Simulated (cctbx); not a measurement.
## Absolute structure of Sm3Al3CdGe2

Space group P-62m (no. 189), a = 7.2350 Å, b = 7.2350 Å, c = 4.3040 Å, α = 90.00°, β = 90.00°, γ = 120.00°.

| atom | mult. | x | y | z | Ueq (Å²) |
| --- | --- | --- | --- | --- | --- |
| Sm1 | 3 | 0 | 0.5967 | 0 | 0.0105 |
| Cd1 | 1 | 0 | 0 | 0 | 0.0108 |
| Ge1 | 2 | 2/3 | 1/3 | 1/2 | 0.0158 |
| Al1 | 3 | 0 | 0.2269 | 1/2 | 0.0195 |

The model was made for the exercise: a known structure type with other elements put in, its volume estimated, not relaxed; displacement parameters are assumed.

Data sets are simulated with cctbx and refined with Bijvoet mates kept apart; Flack x is then fitted as the share of an inverted twin with the atoms fixed, Hooft y from the Bijvoet differences. The group is acentric but holds improper operations, so there is an absolute structure (orientation) and no hand.

Untwinned crystal. What Flack and Hooft values should come out?

| λ (Å) | extinction (unmodelled) | d min (Å) | top counts | error (%) | model | R1 | Flack x | s.u. | Hooft y | s.u. | pairs |
| --- | --- | --- | --- | --- | --- | --- | --- | --- | --- | --- | --- |
| 0.71073 | 0.3 | 0.77 | 70000 | 6 | as given | 0.0111 | 0.026 | 0.017 | 0.040 | 0.025 | 77 |
| 0.71073 | 0.3 | 0.77 | 70000 | 6 | inverted | 0.0248 | 0.94 | 0.02 | 0.973 | 0.025 | 77 |
| 1.54184 | 0.3 | 0.83 | 5000 | 3 | as given | 0.0124 | 0.005 | 0.006 | 0.001 | 0.004 | 60 |

With Mo Kα, x is within 3 s.u. of 0, so the absolute structure is right. With Cu Kα, x is within 3 s.u. of 0, so the absolute structure is right. Inverting the model turns x into about 1 − x.

A further crystal gives:

| λ (Å) | extinction (unmodelled) | d min (Å) | top counts | error (%) | model | R1 | Flack x | s.u. | Hooft y | s.u. | pairs |
| --- | --- | --- | --- | --- | --- | --- | --- | --- | --- | --- | --- |
| 1.3414 | 0 | 0.8 | 5000 | 3 | as given | 0.0756 | 0.818 | 0.019 | 0.842 | 0.009 | 68 |

**Question.** What is it?

It was simulated as an inversion twin with a fraction 0.8 of the inverted domain. Flack x is over 3 s.u. from both 0 and 1 and reads that fraction.
